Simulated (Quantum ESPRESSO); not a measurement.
# Hf2CO2 MXene, 1 layer, stepped through the share of short-range exact exchange, part 2 of 3

What law, if any, do the results for Hf2CO2 MXene, 1 layer follow against the share of short-range exact exchange?

Quantum ESPRESSO 7.5; plane-wave DFT, PBE, SG15 norm-conserving pseudopotentials.

So far. Step 2 (Variable-cell relaxation of the reference):  The last row is no step: it is a fresh SCF in the final cell with a new plane-wave basis, -0 meV from the row before.

**3. SCF with pw.x, 0**

The self-consistent run of this member.

Level of this step: plane-wave DFT, PBE, SG15 norm-conserving pseudopotentials (Quantum ESPRESSO 7.5).

File m0.scf.in:

```
&control
  prefix = 'm0.scf'
  outdir = './out'
  pseudo_dir = './pseudo'
  calculation = 'scf'
  tprnfor = .true.
/
&system
  ibrav = 0
  nat = 5
  ntyp = 3
  ecutwfc = 60
  ecutrho = 240
  occupations = 'fixed'
  nbnd = 37
/
&electrons
  conv_thr = 1e-08
  mixing_beta = 0.6
  electron_maxstep = 120
/
ATOMIC_SPECIES
  O   15.9990  O_ONCV_PBE-1.2.upf
  Hf  178.4900  Hf_ONCV_PBE-1.2.upf
  C   12.0110  C_ONCV_PBE-1.2.upf
CELL_PARAMETERS angstrom
  3.27198428800000 0.00000000000000 0.00000000000000
  -1.63599214400000 2.83362151400000 0.00000000000000
  0.00000000000000 0.00000000000000 19.95294679600000
ATOMIC_POSITIONS crystal
  O   0.333333333300 0.666666666700 0.384322721400
  Hf  0.666666666700 0.333333333300 0.430915937300
  C   0.000000000000 0.000000000000 0.500000000000
  Hf  0.333333333300 0.666666666700 0.569084062700
  O   0.666666666700 0.333333333300 0.615677278600
K_POINTS automatic
  9 9 1 0 0 0
```

The run is started by

```
$ OMP_NUM_THREADS=1 mpirun -n 4 pw.x -nk 4 -in m0.scf.in > m0.scf.out
```

Output:

```text
[banner, memory and clock lines left out]
Program PWSCF v.7.5 starts
[citation notice left out]

[...]
Message from routine setup:
[...]
bravais-lattice index     =            0
     lattice parameter (alat)  =       6.1832  a.u.
     unit-cell volume          =    1248.4084 (a.u.)^3
     number of atoms/cell      =            5
     number of atomic types    =            3
     number of electrons       =        68.00
     number of Kohn-Sham states=           37
     kinetic-energy cutoff     =      60.0000  Ry
     charge density cutoff     =     240.0000  Ry
     scf convergence threshold =      1.0E-08
     mixing beta               =       0.6000
     number of iterations used =            8  plain     mixing
     Exchange-correlation= PBE
                           (   1   4   3   4   0   0   0)

[...]
PseudoPot. # 1 for O  read from file:
     ./pseudo/O_ONCV_PBE-1.2.upf
     Pseudo is Norm-conserving, Zval =  6.0
     Generated using ONCVPSP code by D. R. Hamann
     Using radial grid of  602 points,  4 beta functions with:
                l(1) =   0
                l(2) =   0
                l(3) =   1
                l(4) =   1

     PseudoPot. # 2 for Hf read from file:
     ./pseudo/Hf_ONCV_PBE-1.2.upf
     Pseudo is Norm-conserving, Zval = 26.0
     Generated using ONCVPSP code by D. R. Hamann
     Using radial grid of  602 points,  8 beta functions with:
                l(1) =   0
                l(2) =   0
                l(3) =   1
                l(4) =   1
                l(5) =   2
                l(6) =   2
                l(7) =   3
                l(8) =   3

     PseudoPot. # 3 for C  read from file:
     ./pseudo/C_ONCV_PBE-1.2.upf
     Pseudo is Norm-conserving, Zval =  4.0
     Generated using ONCVPSP code by D. R. Hamann
     Using radial grid of  602 points,  4 beta functions with:
                l(1) =   0
                l(2) =   0
                l(3) =   1
                l(4) =   1

     atomic species   valence    mass     pseudopotential
     O                 6.00    15.99900     O ( 1.00)
     Hf               26.00   178.49000     Hf( 1.00)
     C                 4.00    12.01100     C ( 1.00)

     12 Sym. Ops., with inversion, found

[...]
number of k points=    12
[...]
Dense  grid:    78377 G-vectors     FFT dimensions: (  32,  32, 192)

     Initial potential from superposition of free atoms

     starting charge      67.7481, renormalised to      68.0000

     negative rho (up, down):  6.266E-04 0.000E+00
     Starting wfcs are random

     per-process dynamical memory:    72.4 Mb

     Self-consistent Calculation

     iteration #  1     ecut=    60.00 Ry     beta= 0.60
     Davidson diagonalization with overlap
     c_bands:  1 eigenvalues not converged
     c_bands:  1 eigenvalues not converged
     ethr =  1.00E-02,  avg # of iterations = 18.8

     negative rho (up, down):  4.838E-05 0.000E+00

     total energy              =    -969.85545875 Ry
     estimated scf accuracy    <       1.84299581 Ry

     iteration #  2     ecut=    60.00 Ry     beta= 0.60
[...]
negative rho (up, down):  1.226E-05 0.000E+00

[...]
total energy              =    -970.29669127 Ry
     estimated scf accuracy    <       1.93722195 Ry

     iteration #  3     ecut=    60.00 Ry     beta= 0.60
[...]
negative rho (up, down):  6.532E-06 0.000E+00

[...]
total energy              =    -970.65663131 Ry
     estimated scf accuracy    <       0.06197419 Ry

     iteration #  4     ecut=    60.00 Ry     beta= 0.60
[...]
negative rho (up, down):  3.699E-07 0.000E+00

[...]
total energy              =    -970.67807748 Ry
     estimated scf accuracy    <       0.01789183 Ry

     iteration #  5     ecut=    60.00 Ry     beta= 0.60
[...]
total energy              =    -970.67932624 Ry
     estimated scf accuracy    <       0.00491100 Ry

     iteration #  6     ecut=    60.00 Ry     beta= 0.60
[...]
total energy              =    -970.68027227 Ry
     estimated scf accuracy    <       0.00007716 Ry

[...]
iteration #  9     ecut=    60.00 Ry     beta= 0.60
[...]
total energy              =    -970.68030585 Ry
     estimated scf accuracy    <       0.00000081 Ry

     iteration # 10     ecut=    60.00 Ry     beta= 0.60
[...]
total energy              =    -970.68030604 Ry
     estimated scf accuracy    <       0.00000002 Ry

     iteration # 11     ecut=    60.00 Ry     beta= 0.60
[...]
total energy              =    -970.68030603 Ry
     estimated scf accuracy    <       0.00000002 Ry

     iteration # 12     ecut=    60.00 Ry     beta= 0.60
[...]
End of self-consistent calculation

          k = 0.0000 0.0000 0.0000 (  9831 PWs)   bands (ev):

   -58.7201 -58.7045 -27.6727 -27.3979 -27.1729 -27.1729 -27.1464 -27.1464
   -15.5844 -15.4918  -8.6796  -8.6696  -8.5959  -8.5909  -8.5909  -8.5695
    -8.5695  -8.5553  -8.5553  -8.5311  -8.5311  -8.4814  -8.4758  -8.4750
    -7.0567  -2.5182  -1.8841  -1.8841  -1.5310  -1.5310  -1.1281   1.7487
     3.1399   3.1399   5.3479   5.3479   5.7086

          k = 0.0000 0.1283 0.0000 (  9817 PWs)   bands (ev):

   -58.7161 -58.7014 -27.6501 -27.4094 -27.2373 -27.2243 -27.1916 -27.1586
   -15.5010 -15.4274  -8.6764  -8.6651  -8.5931  -8.5914  -8.5903  -8.5710
    -8.5686  -8.5519  -8.5370  -8.5330  -8.5293  -8.4826  -8.4822  -8.4734
    -7.0681  -2.4628  -1.8728  -1.7676  -1.6523  -1.4517  -0.9300   1.9701
     2.2130   2.7319   5.1729   5.8586   5.9864

[...]
highest occupied, lowest unoccupied level (ev):     3.1399    4.1371

!    total energy              =    -970.68030604 Ry
     estimated scf accuracy    <          2.4E-10 Ry

     The total energy is the sum of the following terms:
     one-electron contribution =   -6040.54190790 Ry
     hartree contribution      =    3049.26890129 Ry
     xc contribution           =     -94.60161798 Ry
     ewald contribution        =    2115.19431856 Ry

     convergence has been achieved in  12 iterations

     Forces acting on atoms (cartesian axes, Ry/au):

     atom    1 type  1   force =    -0.00000000    0.00000000   -0.00204334
     atom    2 type  2   force =     0.00000000    0.00000000   -0.00020164
     atom    3 type  3   force =    -0.00000000    0.00000000    0.00000000
     atom    4 type  2   force =    -0.00000000   -0.00000000    0.00020164
     atom    5 type  1   force =     0.00000000   -0.00000000    0.00204334

     Total force =     0.002904     Total SCF correction =     0.000237

[...]
```

Run time: 32 s. Hardware: 4 MPI ranks of Arm Neoverse V1, shared host; peak memory 0.53 GiB.

Read from the output:

```
free energy                          : -13206.7784 eV
valence top, on the run's zero       : 3.140 eV
conduction bottom, on the run's zero : 4.137 eV
gap by band count                    : 0.9972 eV
```

**4. Potential by pp.x, 0**

plot_num = 11 writes the bare and Hartree potential, from which vacuum levels or, in a crystal, the mean potential are read.

File m0.pot.in:

```
&inputpp
  prefix = 'm0.scf'
  outdir = './out'
  filplot = 'm0.pot.dat'
  plot_num = 11
/
```

The run is started by

```
$ OMP_NUM_THREADS=1 mpirun -n 4 pp.x -in m0.pot.in > m0.pot.out
```

Output:

```text
[banner, memory and clock lines left out]
Program POST-PROC v.7.5 starts

          URL

     ./out/m0.scf.save/

     IMPORTANT: XC functional enforced from input :
     Exchange-correlation= PBE
                           (   1   4   3   4   0   0   0)
     Any further DFT definition will be discarded
     Please, verify this is what you really want

     Calling punch_plot, plot_num =  11
     Writing data to file  m0.pot.dat
     Message from routine chdens:
     namelist plot not found or invalid, exiting
```

It took 0.74 s on 4 MPI ranks; peak memory 0.09 GiB.

Read from the output:

| Property | Result |
| --- | --- |
| potential in the middle of the vacuum, over the valence top | 5.335 eV |

Electrostatic potential energy of an electron; zero at the highest filled level of the SCF mesh. Potential energy, planar mean against z:

```
z (Å)  potential energy, planar mean (eV)
    0                                5.33
    1                                5.33
    2                                5.33
    3                                5.33
    4                                5.33
    5                                5.33
    6                                5.26
    7                                2.86
    8                               -12.2
    9                               -13.7
   10                               -8.73
   11                               -15.2
   12                               -12.1
   13                                3.27
   14                                5.27
   15                                5.33
   16                                5.33
   17                                5.33
   18                                5.33
   19                                5.33
```

**5. SCF with pw.x, 0.1**

Level of this step: plane-wave DFT, screened hybrid with 0.1 exact exchange, SG15 norm-conserving pseudopotentials (Quantum ESPRESSO 7.5). input_dft overrides the functional of the files.

m1.scf.in, as its differences from the input of step 3:

```diff
@@ -1,3 +1,3 @@
 &control
-  prefix = 'm0.scf'
+  prefix = 'm1.scf'
   outdir = './out'
@@ -15,2 +15,8 @@
   nbnd = 37
+  input_dft = 'hse'
+  exx_fraction = 0.1
+  nqx1 = 3
+  nqx2 = 3
+  nqx3 = 1
+  ecutfock = 60
 /
```

The run is started by

```
$ OMP_NUM_THREADS=1 mpirun -n 4 pw.x -nk 4 -in m1.scf.in > m1.scf.out
```

Output:

```text
[banner, memory and clock lines left out]
Program PWSCF v.7.5 starts
[...]
Message from routine setup:
[...]
number of electrons       =        68.00
     number of Kohn-Sham states=           37
     kinetic-energy cutoff     =      60.0000  Ry
     charge density cutoff     =     240.0000  Ry
[...]
number of k points=    12
[...]
Dense  grid:    78377 G-vectors     FFT dimensions: (  32,  32, 192)
[...]
negative rho (up, down):  6.266E-04 0.000E+00
     Starting wfcs are random
[...]
negative rho (up, down):  4.838E-05 0.000E+00
[...]
estimated scf accuracy    <       1.84299581 Ry
[...]
negative rho (up, down):  1.226E-05 0.000E+00
[...]
estimated scf accuracy    <       1.93722195 Ry
[...]
negative rho (up, down):  6.532E-06 0.000E+00
[...]
estimated scf accuracy    <       0.06197419 Ry
[...]
negative rho (up, down):  3.699E-07 0.000E+00
[...]
estimated scf accuracy    <       0.01789183 Ry
[...]
estimated scf accuracy    <       0.00491100 Ry
[...]
estimated scf accuracy    <       0.00007716 Ry
[...]
estimated scf accuracy    <       0.00001430 Ry
[...]
estimated scf accuracy    <       0.00000048 Ry
[...]
estimated scf accuracy    <       0.00000081 Ry
[...]
estimated scf accuracy    <       0.00000002 Ry
[...]
estimated scf accuracy    <       0.00000002 Ry
[...]
highest occupied, lowest unoccupied level (ev):     3.1399    4.1371
!    total energy              =    -970.68030604 Ry
     estimated scf accuracy    <          2.4E-10 Ry
     convergence has been achieved in  12 iterations
[...]
estimated scf accuracy    <       0.00071184 Ry
[...]
estimated scf accuracy    <       0.00095587 Ry
[...]
estimated scf accuracy    <       0.00017445 Ry
[...]
estimated scf accuracy    <       0.00001092 Ry
[...]
estimated scf accuracy    <       0.00000045 Ry
[...]
estimated scf accuracy    <       0.00000014 Ry
[...]
estimated scf accuracy    <       0.00000002 Ry
[...]
highest occupied, lowest unoccupied level (ev):     2.8725    4.1275
!    total energy              =    -969.58162189 Ry
     estimated scf accuracy    <          5.1E-09 Ry
     convergence has been achieved in   8 iterations
[...]
estimated scf accuracy    <       0.00000167 Ry
[...]
estimated scf accuracy    <       0.00000124 Ry
[...]
estimated scf accuracy    <       0.00000048 Ry
[...]
estimated scf accuracy    <       0.00000005 Ry
[...]
highest occupied, lowest unoccupied level (ev):     2.8714    4.1310
!    total energy              =    -969.58173174 Ry
     estimated scf accuracy    <          1.4E-09 Ry
     convergence has been achieved in   5 iterations
[...]
estimated scf accuracy    <       0.00000004 Ry
[...]
estimated scf accuracy    <       0.00000013 Ry
[...]
highest occupied, lowest unoccupied level (ev):     2.8713    4.1315
!    total energy              =    -969.58173287 Ry
     estimated scf accuracy    <          1.6E-09 Ry
     convergence has been achieved in   3 iterations
[...]
highest occupied, lowest unoccupied level (ev):     2.8712    4.1313
!    total energy              =    -969.58173291 Ry
     estimated scf accuracy    <          7.2E-09 Ry
     convergence has been achieved in   1 iterations
[...]
!!   total energy              =    -969.58173291 Ry
[...]
Total force =     0.010693     Total SCF correction =     0.001430
[...]
```

Wall time 5.3 min (4 MPI ranks); peak memory 6.3 GiB.

Read from the output:

- free energy: -13191.8315 eV
- valence top, on the run's zero: 2.871 eV
- conduction bottom, on the run's zero: 4.131 eV
- gap by band count: 1.260 eV

[end of part 2 of 3]

[Logs are printed without paths, hosts, clocks, repeated set-up lines and the standing remarks that a program may print on its own settings, such as how far it seeks lower states.]

[Hosts, paths, dates, database ids (printed as entryN), source tags and the programs' standing remarks are cut or masked in the printed files.]

[Maps of the electrostatic potential energy from Ansatz leave out the sawtooth potential of an applied field or a dipole correction, so their vacuum need not be flat; planar profiles and work functions include it.]
